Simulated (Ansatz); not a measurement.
# Mg3MnBr8 (Mg on 75 % of the Mn sites, one arrangement): which shell does photoemission see at 21.2 and 100 eV? (PBEsol)

The valence band of Mg3MnBr8 (Mg on 75 % of the Mn sites, one arrangement) mixes several shells. Work out by hand which one leads the spectrum's area at each photon energy.

Filled states come from the projected DOS of Ansatz 0.2.0 (PBEsol, plane waves); cross sections σ and asymmetry parameters β are those of free atoms in a Dirac–Hartree–Slater calculation. A shell's area is states × σ × angular factor, which is 1 − β·P₂(cos θ)/2 for unpolarised light, with θ = 54.7° from the beam and P₂ = 0.001.

**At 21.2 eV** (states counted from 11.2 eV below the zero; other shells add 0.2 to the products' sum of 148):

| shell | filled states a cell | cross section (Mb an electron) | β | angular factor | product | share by hand (%) | share in the simulated spectrum (%) |
| --- | --- | --- | --- | --- | --- | --- | --- |
| Br 4s | 0.44 | 0 | 0.00 | 1.00 | 0 | 0 | 0 |
| Br 4p | 44.90 | 3.16 | 1.76 | 1.00 | 142 | 96 | 96 |
| Mn 3d | 5.36 | 1.16 | -0.13 | 1.00 | 6.22 | 4 | 4 |

**At 100 eV** (states counted from 16.9 eV below the zero; other shells add 0.077 to the products' sum of 6.46):

```
shell  filled states a cell  cross section (Mb an electron)     β  angular factor  product  share by hand (%)  share in the simulated spectrum (%)
Br 4s                 15.46                           0.072  1.99            1.00     1.11                 17                                   17
Br 4p                 44.99                          0.0319  0.25            1.00     1.43                 22                                   22
Mn 3d                  5.42                            0.71  0.88            1.00     3.84                 59                                   59
```

Br 4p leads at 21.2 eV and Mn 3d at 100 eV. Between the two energies σ of Br 4p changes by a factor 0.010 and that of Mn 3d by 0.61, so their ratio moves 61-fold in favour of the second. The simulated spectrum uses the same rule on the energy-resolved DOS, so the two share columns agree within a few points.

Only crystals where the two columns agree within 4 points and the lead is clear are worked in this form. Free-atom cross sections ignore the solid's final states, no escape depth or background enters, and the count of states a shell hangs on the projection.

[Logs are printed without paths, hosts, clocks, repeated set-up lines and the standing remarks that a program may print on its own settings, such as how far it seeks lower states.]
